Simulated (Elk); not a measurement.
**PbF2 (Fm-3m): refractive index against wavelength**

The refractive index of PbF2 (Fm-3m) below the direct gap (4.64 eV on the mesh) is read from one computed spectrum, n = √(Re ε).

Cell: a, b, c = 4.191, 4.191, 4.191 Å (primitive vectors), 3 atoms.

Method: Elk 11.2.3 (patched build), PBE, independent particles, k-mesh 9×9×9, Lorentzian half width 0.1 eV.

Launch of the response step: `OMP_NUM_THREADS=4 elk`. The run took 17 s, its band step included, on 4 threads of Arm Neoverse V1, on a shared host.

```tsv
wavelength (nm)	photon energy E (eV)	n
1064	1.165	1.9203
850	1.459	1.9301
700	1.771	1.9435
633	1.959	1.9533
532	2.331	1.9768
450	2.755	?
405	3.061	2.0452
```

In the single-oscillator model n² − 1 = E₀E_d/(E₀² − E²), so 1/(n² − 1) = E₀/E_d − E²/(E₀E_d) is linear in E².

Working, on the rows shown:

| x = E² (eV²) | y = 1/(n² − 1) |
| --- | --- |
| 1.35784 | 0.372086 |
| 2.12762 | 0.366934 |
| 3.13716 | 0.360076 |
| 3.83641 | 0.355192 |
| 5.43137 | 0.34391 |
| 9.37179 | 0.314185 |

Means: x̄ = 4.2104, ȳ = 0.35206. Σ(x − x̄)(y − ȳ) = -0.3033, Σ(x − x̄)² = 41.9. Slope = -0.3033 / 41.9 = -0.00724; intercept = ȳ − slope · x̄ = 0.38254. Turned back into n, the line misses the rows shown by at most 0.0015.

Q: What does the fit predict for the withheld row, and how well does it do?

A: At x = 7.5912 the line gives y = 0.32759, that is 2.0131. The run gave 2.0122, so the interpolation is off by 0.00091, 0.7 % of the range in the table.

Refitted with all rows, the slope is -0.007217 and the intercept 0.3825. These give E₀ = √(intercept/−slope) = 7.28 eV and E_d = E₀/intercept = 19.0 eV; E₀ is 1.6 times the direct gap. The electronic limit at long wavelengths, without lattice vibrations, is n = √(1 + 1/intercept) = 1.901. The cell comes from an older database entry, whose edges can be off by a per cent or so. Excitons are left out and so are local fields. The values come from a sum over the points of one k-mesh and carry its error, which grows as the direct gap shrinks. Spin-orbit coupling is left out.

[Logs are printed without paths, hosts, clocks, repeated set-up lines and the standing remarks that a program may print on its own settings, such as how far it seeks lower states.]
